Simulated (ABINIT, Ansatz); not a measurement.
# A GW chain in ABINIT: NaAsF6 (Fm-3m)

Wanted: ground state, empty states, screening and self-energy for NaAsF6 (Fm-3m).

Calculated with ABINIT 10.8.3; LDA and many-body steps on it, plane waves.

This is a report of a sequence of runs, with most program output left out.

### 1. Starting point

Symmetry: Fm-3m, No. 225, cubic system. Conventional cell: a = 7.966 Å, b = 7.966 Å, c = 7.966 Å, α = 90.00°, β = 90.00°, γ = 90.00°. Na has 6 F at 2.24 Å nearest. Nearest to As lie 6 F at 1.74 Å. F has 1 As at 1.74 Å and 1 Na at 2.24 Å nearest. Farther neighbours and most contacts between anions are not listed.

The cell and positions are those that the Materials Project relaxed with its own functionals (PBE, PBE+U or r2SCAN), kept fixed.

### 2. Ground state

This step: ABINIT 10.8.3; DFT, LDA, plane waves, norm-conserving pseudopotentials.

The ground-state density comes first.

Contents of run.abi:

```
acell 3*1.0 Angstrom
rprim 
  -0.000000000000 3.983049320000 3.983049320000
  3.983049320000 -0.000000000000 3.983049320000
  3.983049320000 3.983049320000 0.000000000000
ntypat 3
znucl 11 33 9
natom 8
typat 1 2 3 3 3 3 3 3
xred 
  0.500000000000 0.500000000000 0.500000000000
  0.000000000000 0.000000000000 0.000000000000
  0.781629880000 0.781629880000 0.218370120000
  0.218370120000 0.781629880000 0.218370120000
  0.781629880000 0.218370120000 0.218370120000
  0.218370120000 0.218370120000 0.781629880000
  0.781629880000 0.218370120000 0.781629880000
  0.218370120000 0.781629880000 0.781629880000
pp_dirpath "pseudos"
pseudos "Na.upf, As.upf, F.upf"
ecut 38
ngkpt 4 4 4
nshiftk 1
shiftk 0 0 0
kptopt 1
chksymbreak 0
nband 41
occopt 1
tolvrs 1e-10
nstep 60
prtwf 0
optforces 0
optstress 0
indata_prefix "in"
outdata_prefix "out"
tmpdata_prefix "tmp"
```

Command:

```
$ OMP_NUM_THREADS=1 mpirun -n 4 abinit run.abi > log
```

It took 42 s on 4 MPI ranks of Arm Neoverse V2, shared host; peak memory 0.5 GiB.

Numbers from this step:

- total energy: -8142.3428 eV
- gap: 5.286 eV
- k of the valence top: 0, 0, 0
- k of the conduction bottom: 0, 0, 0
- least direct gap: 5.286 eV

The gap is direct, at Γ.

### 3. Bands along the symmetry lines

Levels along a band path, at the cheap level, show where the edges lie and whether the meshes to come will hold them.

Edit run.abi of step 2 so:

```diff
@@ -21,14 +21,40 @@
 ecut 38
-ngkpt 4 4 4
-nshiftk 1
-shiftk 0 0 0
-kptopt 1
-chksymbreak 0
-nband 41
-occopt 1
-tolvrs 1e-10
-nstep 60
+iscf -2
+irdden 1
+kptopt 0
+nkpt 26
+kpt 
+  0.00000000 0.00000000 0.00000000
+  0.12500000 0.00000000 0.12500000
+  0.25000000 0.00000000 0.25000000
+  0.37500000 0.00000000 0.37500000
+  0.50000000 0.00000000 0.50000000
+  0.53125000 0.06250000 0.53125000
+  0.56250000 0.12500000 0.56250000
+  0.59375000 0.18750000 0.59375000
+  0.62500000 0.25000000 0.62500000
+  0.37500000 0.37500000 0.75000000
+  0.28125000 0.28125000 0.56250000
+  0.18750000 0.18750000 0.37500000
+  0.09375000 0.09375000 0.18750000
+  0.00000000 0.00000000 0.00000000
+  0.12500000 0.12500000 0.12500000
+  0.25000000 0.25000000 0.25000000
+  0.37500000 0.37500000 0.37500000
+  0.50000000 0.50000000 0.50000000
+  0.50000000 0.43750000 0.56250000
+  0.50000000 0.37500000 0.62500000
+  0.50000000 0.31250000 0.68750000
+  0.50000000 0.25000000 0.75000000
+  0.50000000 0.18750000 0.68750000
+  0.50000000 0.12500000 0.62500000
+  0.50000000 0.06250000 0.56250000
+  0.50000000 0.00000000 0.50000000
+istwfk *1
+nband 40
+nbdbuf 2
+tolwfr 1e-08
+nstep 40
 prtwf 0
-optforces 0
-optstress 0
+prtvol 0
 indata_prefix "in"
```

Elapsed: 63 s, on 4 MPI ranks; peak memory 0.5 GiB.

Numbers from this step:

```yaml
gap: 5.286 eV
k_of_the_valence_top: 0, 0, 0
k_of_the_conduction_bottom: 0, 0, 0
least_direct_gap: 5.286 eV
```

The gap is 5.286 eV, as in the run before at this level.

Electronic bands along the path, in eV, zero at the top of the highest filled band:

```
    point  band 30  band 31  band 32  band 33  band 34  band 35  band 36  band 37
        Γ    -0.79     0.00     0.00     0.00     5.29     9.28    11.55    11.55
  halfway    -0.82    -0.15    -0.15     0.00     5.82     9.59    11.61    11.61
        X    -0.82    -0.32    -0.32     0.00     6.29    10.50    11.56    11.65
  halfway    -0.81    -0.31    -0.30    -0.02     6.31    10.54    11.09    11.73
        U    -0.79    -0.29    -0.25    -0.07     6.32    10.57    10.68    11.70
jump to K    -0.79    -0.29    -0.25    -0.07     6.32    10.57    10.68    11.70
  halfway    -0.75    -0.12    -0.12    -0.07     5.88     9.58    11.39    11.41
        Γ    -0.79     0.00     0.00     0.00     5.29     9.28    11.55    11.55
  halfway    -0.74    -0.08    -0.08    -0.05     5.72     9.47    11.17    11.87
        L    -0.69    -0.17    -0.17    -0.11     6.19     9.68    10.69    12.19
  halfway    -0.76    -0.24    -0.16    -0.13     6.27    10.02    10.78    11.81
        W    -0.89    -0.32    -0.15    -0.15     6.35    10.85    10.87    10.87
  halfway    -0.85    -0.32    -0.27    -0.04     6.32    10.59    11.06    11.29
        X    -0.82    -0.32    -0.32     0.00     6.29    10.50    11.56    11.65
```

### 4. Empty states on the mesh, 2×2×2 mesh, 260 bands

The sums over transitions need many empty states on a uniform mesh; this step solves for them.

Contents of run.abi:

```
acell 3*1.0 Angstrom
rprim 
  -0.000000000000 3.983049320000 3.983049320000
  3.983049320000 -0.000000000000 3.983049320000
  3.983049320000 3.983049320000 0.000000000000
ntypat 3
znucl 11 33 9
natom 8
typat 1 2 3 3 3 3 3 3
xred 
  0.500000000000 0.500000000000 0.500000000000
  0.000000000000 0.000000000000 0.000000000000
  0.781629880000 0.781629880000 0.218370120000
  0.218370120000 0.781629880000 0.218370120000
  0.781629880000 0.218370120000 0.218370120000
  0.218370120000 0.218370120000 0.781629880000
  0.781629880000 0.218370120000 0.781629880000
  0.218370120000 0.781629880000 0.781629880000
pp_dirpath "pseudos"
pseudos "Na.upf, As.upf, F.upf"
ecut 38
ngkpt 2 2 2
nshiftk 1
shiftk 0 0 0
kptopt 1
chksymbreak 0
iscf -2
irdden 1
istwfk *1
nband 260
nbdbuf 22
tolwfr 1e-09
nstep 60
prtvol 0
indata_prefix "in"
outdata_prefix "out"
tmpdata_prefix "tmp"
```

Run time: 1.9 min. Hardware: 4 MPI ranks; peak memory 0.52 GiB.

This step gave:

```
gap                                                           : 5.286 eV
k of the valence top                                          : 0, 0, 0
k of the conduction bottom                                    : 0, 0, 0
least direct gap                                              : 5.286 eV
k points computed                                             : 3
lowest point of the top converged band, above the valence top : 80.3345 eV
```

On this mesh the gap is 5.286 eV.

### 5. Screening, 2×2×2 mesh, 238 bands, screening to 176.9 eV

The RPA dielectric matrix is built and inverted for each q.

This step: RPA screening on LDA, plane waves, norm-conserving pseudopotentials.

Edit run.abi of step 4 so:

```diff
@@ -26,10 +26,11 @@
 chksymbreak 0
-iscf -2
-irdden 1
 istwfk *1
-nband 260
-nbdbuf 22
-tolwfr 1e-09
-nstep 60
-prtvol 0
+occopt 1
+irdwfk 1
+optdriver 3
+nband 238
+ecuteps 6.5
+inclvkb 2
+awtr 1
+symchi 1
 indata_prefix "in"
```

It took 70 s on 4 MPI ranks; peak memory 2.3 GiB; 4.7 min of CPU time.

Numbers from this step:

```yaml
eps_infinity_with_local_fields_on_this_mesh_along_the_program_s_q_direction: 1.742
the_same_without_local_fields: 1.948
plasma_frequency: 26.83 eV
plane_waves_in_the_screening_matrix: 645
```

Local fields lower ε∞ by 11 %. On a Γ-centred mesh this coarse the value itself is usually too large, while a short band sum pulls it down.

### 6. Self-energy, 2×2×2 mesh, 238 bands, screening to 176.9 eV

The self-energy is evaluated for the states that the input lists, and the levels follow from it, in one-shot runs by the linearised quasiparticle equation.

This step: G0W0 on LDA, plane waves, norm-conserving pseudopotentials.

Edit run.abi of step 5 so:

```diff
@@ -29,8 +29,15 @@
 irdwfk 1
-optdriver 3
+optdriver 4
 nband 238
+gwcalctyp 0
+ecutsigx 38
+symsigma 1
+nkptgw 1
+kptgw 
+  0.0000000000 0.0000000000 0.0000000000
+bdgw 
+  31 35
 ecuteps 6.5
-inclvkb 2
-awtr 1
-symchi 1
+irdscr 1
+ppmodel 1
 indata_prefix "in"
```

It took 18 s on 4 MPI ranks; peak memory 1.9 GiB; 72 s of CPU time.

Numbers from this step:

| Quantity | Value |
| --- | --- |
| G0W0 gap on the points computed | 10.34 eV |
| starting gap on the mesh | 5.286 eV |
| k of the valence top | 0, 0, 0 |
| k of the conduction bottom | 0, 0, 0 |
| Z at the valence top | 0.825 |
| Z at the conduction bottom | 0.877 |
| least direct G0W0 gap on the computed points | 10.34 eV |

The gap on the mesh goes from 5.29 eV to 10.34 eV, a correction of +5.05 eV.

Limits: finite bands, cutoff and mesh; exchange with frozen shells missing; no spin-orbit coupling; coarse k mesh. v1 is the top filled band, c1 the lowest empty one. The levels before and after the correction (eV, zero at the valence-band top of each column):

|  | conduction bottom | valence top |
| --- | --- | --- |
| Kohn-Sham | 5.29 | 0.00 |
| G0W0 | 10.34 | 0.00 |

|  | level | energy (eV) |
| --- | --- | --- |
| Kohn-Sham | Γ v3-v1 | 0.000 |
| Kohn-Sham | Γ c1 | 5.286 |
| Kohn-Sham | Γ c2 | 9.276 |
| G0W0 | Γ v3-v1 | 0.000 |
| G0W0 | Γ c1 | 10.336 |
| G0W0 | Γ c2 | 13.748 |

### 7. Where the time went

Times are wall times on 4 MPI ranks of Arm Neoverse V2, shared host, good to a factor of about two.

```csv
step,time,share,memory (GiB)
ground state,42 s,14 %,0.5
bands along the symmetry lines,63 s,20 %,0.5
empty states on the mesh,1.9 min,37 %,0.52
screening,70 s,23 %,2.3
self-energy,18 s,6 %,1.9
```

### 8. Results

```yaml
lda_gap: 5.29 eV, direct
g0w0_gap_on_the_mesh: 10.34 eV
gw_settings: 2×2×2 mesh, 238 bands, screening to 176.9 eV, Godby-Needs plasmon pole
known_limits: not at the basis limit; exchange with frozen shells missing; no spin-orbit coupling; coarse k mesh
```

G0W0 moves the gap on the mesh from 5.29 eV to 10.34 eV (+5.05 eV), with Z of 0.82 and 0.88 at the edges. Local fields lower the RPA ε∞ on this mesh from 1.95 to 1.74; a Γ-centred mesh this coarse tends to raise both, most where the direct gap is narrow, while a short band sum lowers them. Only 1 of the mesh's irreducible points was corrected, so a valley elsewhere could overtake. The dearest step here is «empty states on the mesh». Bands and cutoff are finite, so the gap is not at the basis limit. The miss can reach some tenths of an eV and take either sign; the mesh is an error of its own. In the G0W0 run levels were corrected at 1 k point alone, so a gap called «on the mesh» is the least over those, and an edge elsewhere would be missed. The 2×2×2 mesh is coarse for this cell, which bears on the long-range parts of exchange and screening. The norm-conserving file of at least one element keeps a d shell over frozen s and p shells of the same row. Exchange with those shells is missing from the self-energy, an error of 0.3 to 0.9 eV in cases checked, whose sign depends on which edge lies on those atoms. The many-body steps are scalar-relativistic: spin-orbit coupling is not in them.

[Paths, hosts, dates, memory and timing lines, banners, echoed tables and standing remarks are left out of the program output.]

[Logs are printed without paths, hosts, clocks, repeated set-up lines and the standing remarks that a program may print on its own settings, such as how far it seeks lower states.]

[Runs of the session that timed out or met a known fault of the program may be left out.]

[Hosts, paths, dates, database ids (printed as entryN), source tags and the programs' standing remarks are cut or masked in the printed files.]

[G0W0 gaps are taken among the corrected bands and points alone; a level outside them can change the order at an edge.]

[Where Ansatz stands beside ABINIT at settings called matched, ABINIT's density can come from a denser mesh and the files from another edition; pairs whose starting gaps differed by over 0.03 eV were left out, so agreement reads better than it is.]
